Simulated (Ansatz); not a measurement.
## SiC (F-43m): the G0W0 gap against the k mesh

Aim: the G0W0 gap of SiC (F-43m) on a series of meshes, at fixed bands and cutoff.

Program: Ansatz 0.2.0. Level of theory: G0W0 on PBE, plane waves, PAW; PAW set soft_1. Values are calculated unless marked as measured.

## 1. Starting point

It takes space group F-43m (No. 216, cubic). The conventional cell has a = 4.358 Å, b = 4.358 Å, c = 4.358 Å, α = 90.00°, β = 90.00°, γ = 90.00°. Nearest to Si lie 4 C at 1.89 Å. C has 4 Si at 1.89 Å nearest. Farther neighbours, and contacts between anions beyond the nearest, are not listed.

The cell and positions come from the Crystallography Open Database and are kept as given unless a step says otherwise.

## 2. The 4×4×4 mesh

Now the one-shot GW correction: screening in the RPA, then the self-energy of the levels asked for. This step takes PAW set soft_1 files.

input.yaml reads:

```yaml
crystal:
  lattice:
    - [0.0, 2.179, 2.179]
    - [2.179, 0.0, 2.179]
    - [2.179, 2.179, 0.0]
  atoms:
    - { symbol: Si, position: [0.0, 0.0, 0.0] }
    - { symbol: C, position: [0.25, 0.25, 0.25] }
kpoints:
  mp_grid: { grid: [4, 4, 4] }
hamiltonian:
  xc: pbe
  pseudopotentials: { kind: paw, azcp: { folder: soft_1 } }
scf:
  occupations: { method: fixed }
gw:
  n_empty_bands: 46
  ecut_chi: 100
  qp_bands: [v2, c2]
  qp_kpoints: band_edges
  screening: { model: contour_deformation }
```

Command:

```bash
> ansatz run input.yaml --threads 3 --pin off --max-ram 92160MiB --backend cuda --events-out ev --progress --plain --runs-dir out --devices 1 --max-vram 13GiB
```

Output:

```text
GPUs: using 1 of 1 available (devices: 1).
Engine: ansatz 0.2.0, x86_64-unknown-linux-gnu
Pseudopotentials: kind: paw
Pseudopotential: Si, paw, valence charge 4, recommended cutoff 420 eV (normal), soft_1/Si.paw.azcp
Pseudopotential: C, paw, valence charge 4, recommended cutoff 420 eV (normal), soft_1/C.paw.azcp
Functional definition: PBE
  parameter kappa = 0.804
  parameter beta = 0.066725
  exchange = pbe_x(kappa = kappa, mu = beta*pi^2/3)
  correlation = pbe_c(beta = beta)
device memory: the entry about to start is reckoned to put 0.7 GiB on a device that reports 55.3 GiB free (of which the cap on the GPU budget leaves the run 13.0 GiB)
GPU FFT provider: cuFFT
GPU libraries: cuBLAS 13.8.2, cuFFT 12.4.0, cuSOLVER 12.3.4
Crystal: 2 atoms, lattice volume = 20.692 Å³
Basis set: ecut = 420 eV, 411 PW (Γ)
Bands: 8, of which v1, the nominal top of the filled ones, is band 4 counted from 1 (3 counted from 0)
Symmetry: 24 space group operations
Space group: F-43m (ITA 216), of the structure as read, at distance tolerance 2.7e-5 Å
k-points: 8 of 64 (time reversal used)
Non-local potential: Si, projectors of the file, l = 0: 2, l = 1: 2, l = 2: 1
Non-local potential: C, projectors of the file, l = 0: 2, l = 1: 2, l = 2: 1
PAW form: soft (Blöchl's): semilocal exchange-correlation on the pseudo side does not see the compensation charge
PAW one-centre angular grid: Si, 110 points (default); XC on 64 Gauss nodes
PAW one-centre angular grid: C, 110 points (default); XC on 64 Gauss nodes
Initial density: superposition of atomic densities (chi_scale 0.1, normalization cell, long waves kept (reshape's long-wave potential 0.00 eV rms))
Initial wavefunctions: pseudopotential atomic-orbital guess
GPU buffer pool allocated for 13824 grid points (all kernels)
GPU transforms: local potential and band sums: pruned to the plane-wave sphere, on 24×24×24
Functional: x = pbe(κ = 0.804, μ = 0.219515), c = pbe(β = 0.066725)
SCF iter   1: F=—  HF=-888.597385 eV  |F-HF|=—  |Δ(HF+E_count)|=         —  Δρ=1.40e-1  dr2=5.00e0  ethr=3.10e-3  ⟨swp⟩=4.5  Hψ=443  notcnv=0  defer=4
preconditioner: auto → none  [insulator: Δε(μ)=3.270 eV  Ē_g=14.706 eV  n_scr=0 (ndim 8)  ℏωp=23.1 eV  f_vac=0.000  ε∞_Penn≈3.5]
SCF iter   2: F=—  HF=-887.108156 eV  |F-HF|=—  |Δ(HF+E_count)|=    1.49e0  Δρ=4.98e-2  dr2=3.13e-1  ethr=3.10e-3  ⟨swp⟩=3.1  Hψ=208  notcnv=0  defer=11
SCF iter   3: F=—  HF=-887.035735 eV  |F-HF|=—  |Δ(HF+E_count)|=   7.24e-2  Δρ=2.01e-2  dr2=4.36e-2  ethr=3.10e-3  ⟨swp⟩=2.2  Hψ=124  notcnv=0  defer=11
SCF iter   4: F=—  HF=-887.033807 eV  |F-HF|=—  |Δ(HF+E_count)|=   1.93e-3  Δρ=1.62e-3  dr2=3.40e-4  ethr=5.45e-4  ⟨swp⟩=2.0  Hψ=84  notcnv=0  defer=12
SCF iter   5: F=—  HF=-887.033955 eV  |F-HF|=—  |Δ(HF+E_count)|=   1.47e-4  Δρ=2.28e-4  dr2=3.61e-6  ethr=4.25e-6  ⟨swp⟩=2.5  Hψ=114  notcnv=0  defer=12
SCF iter   6: F=—  HF=-887.033961 eV  |F-HF|=—  |Δ(HF+E_count)|=   6.83e-6  Δρ=5.46e-5  dr2=2.97e-7  ethr=4.51e-8  ⟨swp⟩=2.0  Hψ=96  notcnv=0  defer=1
SCF iter   7: F=-887.033961 eV  HF=-887.033961 eV  |F-HF|=4.13e-10  |Δ(HF+E_count)|=   7.63e-8  Δρ=6.01e-6  dr2=3.68e-9  ethr=1.25e-9  ⟨swp⟩=3.9  Hψ=319  notcnv=0
SCF 1 converged in 7 iterations: F = -887.033961 eV  dr2 = 3.68e-9
[...]
device memory: the entry about to start is reckoned to put 1.1 GiB on a device that reports 59.7 GiB free (of which the cap on the GPU budget leaves the run 13.0 GiB)
NSCF: frozen V_eff on 8 k-points
[...]
device memory: the entry about to start is reckoned to put 1.0 GiB on a device that reports 60.3 GiB free (of which the cap on the GPU budget leaves the run 13.0 GiB)
NSCF: frozen V_eff on 8 k-points
G₀W₀ screening: q 1/8
[... further progress lines ...]
device memory: the entry about to start is reckoned to put 0.3 GiB on a device that reports 59.5 GiB free (of which the cap on the GPU budget leaves the run 13.0 GiB)
NSCF: frozen V_eff on 1 k-points
SCF converged after 7 iterations
Free energy (F): -887.033961 eV
Harris-Foulkes:  -887.033961 eV  (|F-HF|=4.13e-10)
Internal energy: -887.033961 eV  (E = F + TS)
E sigma→0 (E₀):  -887.033961 eV
Fermi energy:    9.539990 eV
--- Per-component energies (eV) ---
  E_band       = 29.132110
  E_kinetic    = 133.943565
  E_local      = -95.958826  (includes V_loc(G=0)·N_el)
  E_nonlocal   = 44.983114
  E_hartree    = 32.171295
  E_xc         = -105.680180
  E_vxc        = -108.716934  (∫ρ·V_xc dr)
  E_paw        = -611.709200  (= ΣΔE_a)
  E_vpaw       = -9.461479  (= ΣTr[D̂ρ^β])
  E_aug_tail   = 0.000050  (compensation charges beyond the density's cutoff)
  E_ewald      = -284.783780
  E_smearing   = -0.000000  (= −TS)
  E_closure    = 0.000000  (closes the sum)
  Σ components = -887.033961   (vs F -887.033961, Δ=0.00e0)
--- Band table (eV; the first three rows and the last of 8) ---
  k-point 0: bands = ["-5.8942", "9.5400", "9.5400", "9.5400", "15.7352", "16.7957", "16.7957", "16.7957"]
  k-point 1: bands = ["-4.6970", "5.2274", "8.9286", "8.9286", "15.4873", "17.3982", "17.3982", "18.8632"]
  k-point 2: bands = ["-2.3156", "0.9654", "8.4789", "8.4789", "14.9353", "16.7175", "16.7175", "19.5556"]
  k-point 7: bands = ["-0.6231", "2.4820", "4.5257", "4.8192", "14.7227", "18.9274", "18.9737", "19.2746"]
--- G₀W₀: contour deformation, 6 samples at zero and on the imaginary axis and 2 off it, 64 q-points, 46 empty bands' worth ---
  eigenvalues of the whole cell's RPA ε∞ on this k-mesh (on a slab, of 1 + 4πα/V) = 8.8946, 8.8946, 8.8946; static W/v taken at q = 0 is 0.112428
  gw.qp_kpoints: band_edges: 6 of 8 stored k-points solved, in 1 pass; an edge of the gap read off the rows below is read off those points alone
    valence top: of the k-points left out ik 5 came nearest to being solved in a further pass, in band 4 (counted from 1, as in the quasiparticle table): it holds the edge there only if its correction is more favourable than any solved in that band by at least 1.193 eV; those differ by 0.284 eV
    conduction bottom: of the k-points left out ik 7 came nearest to being solved in a further pass, in band 5 (counted from 1, as in the quasiparticle table): it holds the edge there only if its correction is more favourable than any solved in that band by at least 3.870 eV; those differ by 0.389 eV
    ik  band        ε_KS         Σx   Σc(E_QP)       V_xc       Z   E_QP_lin       E_QP  E_QP is
     0     3      9.5400   -18.5546     2.4665   -15.7363  0.7914     9.1874     9.1882  root
     0     4      9.5400   -18.5546     2.4665   -15.7363  0.7914     9.1874     9.1882  root
     0     5     15.7352    -9.4647    -5.2696   -15.4198  0.7827    16.4257    16.4207  root
     0     6     16.7957    -8.0399    -5.1777   -13.9213  0.7969    17.5039    17.4993  root
     1     3      8.9286   -18.6228     2.5937   -15.6203  0.7893     8.5185     8.5197  root
     1     4      8.9286   -18.6228     2.5937   -15.6203  0.7893     8.5185     8.5197  root
     1     5     15.4873    -8.7428    -5.0224   -14.4164  0.7979    16.1422    16.1385  root
     1     6     17.3982    -7.4389    -5.3650   -13.5070  0.7918    18.1060    18.1013  root
     2     3      8.4789   -18.8061     2.7470   -15.6068  0.7869     8.0250     8.0266  root
     2     4      8.4789   -18.8061     2.7470   -15.6068  0.7869     8.0250     8.0266  root
     2     5     14.9353    -9.0068    -4.8866   -14.5426  0.8017    15.5880    15.5845  root
     2     6     16.7175    -6.7309    -5.1726   -12.5268  0.7995    17.3445    17.3408  root
     3     3      7.5921   -18.4917     2.9113   -15.0419  0.7829     7.0510     7.0536  root
     3     4      7.5921   -18.4917     2.9113   -15.0419  0.7829     7.0510     7.0536  root
[...]
4     6     17.4817    -7.6635    -5.2387   -13.6342  0.7913    18.2188    18.2137  root
     6     3      6.3313   -18.7339     3.3198   -14.7782  0.7725     5.6908     5.6955  root
     6     4      6.3313   -18.7339     3.3198   -14.7782  0.7725     5.6908     5.6955  root
     6     5     10.8529    -6.9375    -4.1011   -11.3354  0.8166    11.1502    11.1497  root
     6     6     13.8229    -7.3058    -4.5279   -12.3194  0.8191    14.3102    14.3086  root
```

The job ended after 5.9 s (1 × NVIDIA H100 80GB HBM3 (shared by 6 runs) with 3 threads of AMD EPYC 7R13 (Zen 3), shared host; peak memory 0.96 GiB; 3.4 s of CPU time).

The column dr2 measures how far the density is from self-consistency, as an energy; F and HF (Harris–Foulkes) agree once it is small.

Read from the output:

```
bands summed                                 : 50
RPA ε∞ on this mesh (eigenvalues)            : 8.895, 8.895, 8.895
plane waves in the screening matrix          : 59
q-points in the mesh                         : 64
G0W0 gap on the mesh                         : 1.962 eV
k of the valence top                         : 0, 0, 0
k of the conduction bottom                   : 0, -0.5, -0.5
starting gap on the mesh                     : 1.313 eV
Z at the valence top                         : 0.7914
Z at the conduction bottom                   : 0.8166
least direct G0W0 gap on the computed points : 5.454 eV
```

The gap on the mesh goes from 1.31 eV to 1.96 eV, a correction of +0.65 eV. Between the two edge states, bare exchange in place of the xc potential would open the gap by 7.22 eV, and correlation takes back 6.57 eV.

## 3. The 6×6×6 mesh

A second mesh at equal bands and cutoff isolates the sampling error.

Edit input.yaml of step 2 so:

```diff
@@ -9,3 +9,3 @@
 kpoints:
-  mp_grid: { grid: [4, 4, 4] }
+  mp_grid: { grid: [6, 6, 6] }
 hamiltonian:
```

Output:

```text
GPUs: using 1 of 1 available (devices: 1).
[...]
GPU FFT provider: cuFFT
GPU libraries: cuBLAS 13.8.2, cuFFT 12.4.0, cuSOLVER 12.3.4
Crystal: 2 atoms, lattice volume = 20.692 Å³
Basis set: ecut = 420 eV, 411 PW (Γ)
Bands: 8, of which v1, the nominal top of the filled ones, is band 4 counted from 1 (3 counted from 0)
[... 1 set-up line as in the run before ...]
[...]
k-points: 16 of 216 (time reversal used)
[...]
GPU buffer pool allocated for 13824 grid points (all kernels)
[...]
SCF iter   1: F=—  HF=-888.653364 eV  |F-HF|=—  |Δ(HF+E_count)|=         —  Δρ=1.38e-1  dr2=4.86e0  ethr=3.10e-3  ⟨swp⟩=4.4  Hψ=888  notcnv=0  defer=13
[...]
SCF iter   7: F=-887.149127 eV  HF=-887.149127 eV  |F-HF|=9.14e-10  |Δ(HF+E_count)|=   2.71e-8  Δρ=4.10e-6  dr2=1.75e-9  ethr=1.25e-9  ⟨swp⟩=2.0  Hψ=256  notcnv=0
SCF 1 converged in 7 iterations: F = -887.149127 eV  dr2 = 1.75e-9
[...]
0     3      9.4891   -18.3527     2.2609   -15.7344  0.7917     9.1309     9.1318  root
     0     4      9.4891   -18.3527     2.2609   -15.7344  0.7917     9.1309     9.1318  root
     0     5     15.6930    -9.6381    -5.0860   -15.4326  0.7840    16.4067    16.4014  root
     0     6     16.7886    -8.1316    -5.0616   -13.9299  0.7981    17.5305    17.5254  root
     1     3      9.1585   -18.3804     2.3327   -15.6576  0.7905     8.7673     8.7684  root
     1     4      9.1585   -18.3804     2.3327   -15.6576  0.7905     8.7673     8.7684  root
     1     5     15.8151    -8.8643    -4.9666   -14.5193  0.7945    16.5076    16.5034  root
     1     6     17.3056    -7.9376    -5.2435   -13.9387  0.7925    18.0691    18.0633  root
[...]
12     3      6.2963   -18.5762     3.1538   -14.7839  0.7718     5.6528     5.6578  root
    12     4      6.2963   -18.5762     3.1538   -14.7839  0.7718     5.6528     5.6578  root
    12     5     10.8430    -7.1456    -3.8837   -11.3561  0.8184    11.1705    11.1699  root
    12     6     13.8105    -7.4546    -4.3633   -12.3389  0.8207    14.3332    14.3315  root
[key lines of the parts left out:]
SCF converged after 7 iterations
Free energy (F): -887.149127 eV
Fermi energy:    9.489145 eV
```

It took 13 s on 1 × NVIDIA H100 80GB HBM3 (shared by 6 runs) with 3 threads; peak memory 0.97 GiB; 15 s of CPU time.

This step gave:

```yaml
bands_summed: 50
rpa_eps_infinity_on_this_mesh_eigenvalues: 7.145, 7.145, 7.145
plane_waves_in_the_screening_matrix: 59
q_points_in_the_mesh: 216
g0w0_gap_on_the_mesh: 2.038 eV
k_of_the_valence_top: 0, 0, 0
k_of_the_conduction_bottom: 0, -0.5, -0.5
starting_gap_on_the_mesh: 1.354 eV
z_at_the_valence_top: 0.7917
z_at_the_conduction_bottom: 0.8184
least_direct_g0w0_gap_on_the_computed_points: 5.512 eV
```

Against the run with 4×4×4 mesh, 46 empty bands, screening to 100 eV, PAW set soft_1 files, the gap moves by +0.08 eV, while the start moved by +0.04 eV.

## 4. The 8×8×8 mesh

Edit input.yaml of step 3 so:

```diff
@@ -9,3 +9,3 @@
 kpoints:
-  mp_grid: { grid: [6, 6, 6] }
+  mp_grid: { grid: [8, 8, 8] }
 hamiltonian:
```

Output:

```text
GPUs: using 1 of 1 available (devices: 1).
[...]
GPU FFT provider: cuFFT
GPU libraries: cuBLAS 13.8.2, cuFFT 12.4.0, cuSOLVER 12.3.4
Crystal: 2 atoms, lattice volume = 20.692 Å³
Basis set: ecut = 420 eV, 411 PW (Γ)
Bands: 8, of which v1, the nominal top of the filled ones, is band 4 counted from 1 (3 counted from 0)
[... 1 set-up line as in the run before ...]
[...]
k-points: 29 of 512 (time reversal used)
[...]
1     6     17.1382    -8.0664    -5.1602   -13.9865  0.7942    17.9035    17.8980  root
[...]
28     3      4.4919   -17.9827     3.6752   -13.5826  0.7505     3.7625     3.7671  root
    28     4      4.7926   -17.4454     3.3034   -13.4423  0.7580     4.0877     4.0929  root
    28     5     14.6899    -7.5873    -4.5852   -12.7983  0.7969    15.3192    15.3156  root
    28     6     18.9131    -6.7728    -5.9842   -13.4159  0.7724    19.5757    19.5721  root
[key lines of the parts left out:]
SCF converged after 7 iterations
Free energy (F): -887.158602 eV
Fermi energy:    9.482569 eV
```

Wall time 11 s (1 × NVIDIA H100 80GB HBM3 (shared by 6 runs) with 3 threads); peak memory 0.97 GiB; 12 s of CPU time.

Read from the output:

```yaml
bands_summed: 50
rpa_eps_infinity_on_this_mesh_eigenvalues: 6.722, 6.722, 6.722
plane_waves_in_the_screening_matrix: 59
g0w0_gap_on_the_mesh: 2.050 eV
k_of_the_valence_top: 0, 0, 0
k_of_the_conduction_bottom: 0, -0.5, -0.5
starting_gap_on_the_mesh: 1.359 eV
least_direct_g0w0_gap_on_the_computed_points: 5.519 eV
```

Against the run with 6×6×6 mesh, 46 empty bands, screening to 100 eV, PAW set soft_1 files, the gap moves by +0.012 eV.

## 5. The 10×10×10 mesh

Edit input.yaml of step 4 so:

```diff
@@ -9,3 +9,3 @@
 kpoints:
-  mp_grid: { grid: [8, 8, 8] }
+  mp_grid: { grid: [10, 10, 10] }
 hamiltonian:
```

Output:

```text
GPUs: using 1 of 1 available (devices: 1).
[...]
GPU FFT provider: cuFFT
GPU libraries: cuBLAS 13.8.2, cuFFT 12.4.0, cuSOLVER 12.3.4
Crystal: 2 atoms, lattice volume = 20.692 Å³
Basis set: ecut = 420 eV, 411 PW (Γ)
Bands: 8, of which v1, the nominal top of the filled ones, is band 4 counted from 1 (3 counted from 0)
[... 1 set-up line as in the run before ...]
[...]
k-points: 47 of 1000 (time reversal used)
[...]
1     6     17.0301    -8.1116    -5.1137   -13.9813  0.7955    17.7916    17.7860  root
[...]
46     3      4.6840   -18.0606     3.5987   -13.7449  0.7543     3.9615     3.9670  root
    46     4      4.9056   -17.4885     3.2680   -13.5244  0.7602     4.2044     4.2096  root
    46     5     14.1656    -7.6336    -4.4559   -12.6736  0.8011    14.7526    14.7497  root
    46     6     17.5374    -7.6678    -5.1767   -13.6108  0.7936    18.3095    18.3036  root
[key lines of the parts left out:]
SCF converged after 7 iterations
Free energy (F): -887.159684 eV
Fermi energy:    9.481591 eV
```

It took 27 s on 1 × NVIDIA H100 80GB HBM3 (shared by 6 runs) with 3 threads; peak memory 0.99 GiB.

Numbers from this step:

```
bands summed                                 : 50
RPA ε∞ on this mesh (eigenvalues)            : 6.615, 6.615, 6.615
plane waves in the screening matrix          : 59
G0W0 gap on the mesh                         : 2.051 eV
k of the valence top                         : 0, 0, 0
k of the conduction bottom                   : 0, -0.5, -0.5
starting gap on the mesh                     : 1.360 eV
least direct G0W0 gap on the computed points : 5.519 eV
```

Against the run with 8×8×8 mesh, 46 empty bands, screening to 100 eV, PAW set soft_1 files, the gap moves by +0.001 eV.

## 6. The 12×12×12 mesh

Edit input.yaml of step 5 so:

```diff
@@ -9,3 +9,3 @@
 kpoints:
-  mp_grid: { grid: [10, 10, 10] }
+  mp_grid: { grid: [12, 12, 12] }
 hamiltonian:
```

Output:

```text
GPUs: using 1 of 1 available (devices: 1).
[...]
GPU FFT provider: cuFFT
GPU libraries: cuBLAS 13.8.2, cuFFT 12.4.0, cuSOLVER 12.3.4
Crystal: 2 atoms, lattice volume = 20.692 Å³
Basis set: ecut = 420 eV, 411 PW (Γ)
Bands: 8, of which v1, the nominal top of the filled ones, is band 4 counted from 1 (3 counted from 0)
[... 1 set-up line as in the run before ...]
[...]
k-points: 72 of 1728 (time reversal used)
[...]
1     6     16.9364    -8.4566    -5.0865   -14.3194  0.7929    17.7184    17.7126  root
[...]
71     3      4.4913   -17.9817     3.6733   -13.5829  0.7523     3.7583     3.7658  root
    71     4      4.7921   -17.4453     3.3008   -13.4428  0.7595     4.0853     4.0903  root
    71     5     14.6892    -7.5880    -4.5833   -12.7986  0.7969    15.3201    15.3164  root
    71     6     18.9128    -6.7734    -5.9847   -13.4163  0.7716    19.5756    19.5710  root
[key lines of the parts left out:]
SCF converged after 7 iterations
Free energy (F): -887.159810 eV
Fermi energy:    9.481430 eV
```

Run time: 2.6 min. Hardware: 1 × NVIDIA H100 80GB HBM3 (shared by 6 runs) with 3 threads; peak memory 1.1 GiB.

Numbers from this step:

| Item | Value |
| --- | --- |
| bands summed | 50 |
| RPA ε∞ on this mesh (eigenvalues) | 6.588, 6.588, 6.588 |
| plane waves in the screening matrix | 59 |
| G0W0 gap on the mesh | 2.050 eV |
| k of the valence top | 0, 0, 0 |
| k of the conduction bottom | 0, -0.5, -0.5 |
| starting gap on the mesh | 1.360 eV |
| least direct G0W0 gap on the computed points | 5.518 eV |

Against the run with 10×10×10 mesh, 46 empty bands, screening to 100 eV, PAW set soft_1 files, the gap moves by −0.001 eV.

## 7. The meshes together

Times are wall times on 1 × NVIDIA H100 80GB HBM3 (shared by 6 runs) with 3 threads of AMD EPYC 7R13 (Zen 3), shared host, good to a factor of about two.

```tsv
mesh	points	irreducible	start (eV)	G0W0 (eV)	shift (eV)	RPA ε∞ (mean)	time
4×4×4	64	8	1.313	1.962	+0.649	8.89	5.9 s
6×6×6	216	16	1.354	2.038	+0.684	7.15	13 s
8×8×8	512	29	1.359	2.050	+0.691	6.72	11 s
10×10×10	1000	47	1.360	2.051	+0.691	6.61	27 s
12×12×12	1728	72	1.360	2.050	+0.690	6.59	2.6 min
```

## 8. Results

```json
{"4×4×4": "1.962 eV (shift +0.649)", "6×6×6": "2.038 eV (shift +0.684)", "8×8×8": "2.050 eV (shift +0.691)", "10×10×10": "2.051 eV (shift +0.691)", "12×12×12": "2.050 eV (shift +0.690)", "settings": "PBE start, 46 empty bands, 100 eV"}
```

What this shows: The shift is +0.65 eV on 4×4×4 and +0.69 eV on 12×12×12; the last step moves it by −0.001 eV. The RPA ε∞ (mean) ranges from 6.59 to 8.89 and ends at 6.59; the coarsest mesh overstates it. From 64 to 1728 points the time grows 26-fold. Bands and cutoff are modest here, so the values stand short of the basis limit.

[Long decimals in the printed logs are rounded to 6 places.]

[Logs are printed without paths, hosts, clocks, repeated set-up lines and the standing remarks that a program may print on its own settings, such as how far it seeks lower states.]

[Paths, hosts, dates, memory and timing lines, banners, echoed tables and standing remarks are left out of the program output; an Ansatz launch command may be rebuilt from the run's recorded settings. Measured values are a selection of at most five: reports struck by readers or far from the other reports are left out. None is set beside runs whose start may be inverted or whose files or cutoffs have a known fault.]

[Runs of the session that timed out or met a known fault of the program may be left out.]

[Cells called generated may have been cut or substituted from an entry of the Crystallography Open Database or the Materials Project.]

[Hosts, paths, dates, database ids (printed as entryN), source tags and the programs' standing remarks are cut or masked in the printed files.]

[Where the starting crystal was built by hand or by swapping elements, it need not be the compound's stable phase.]
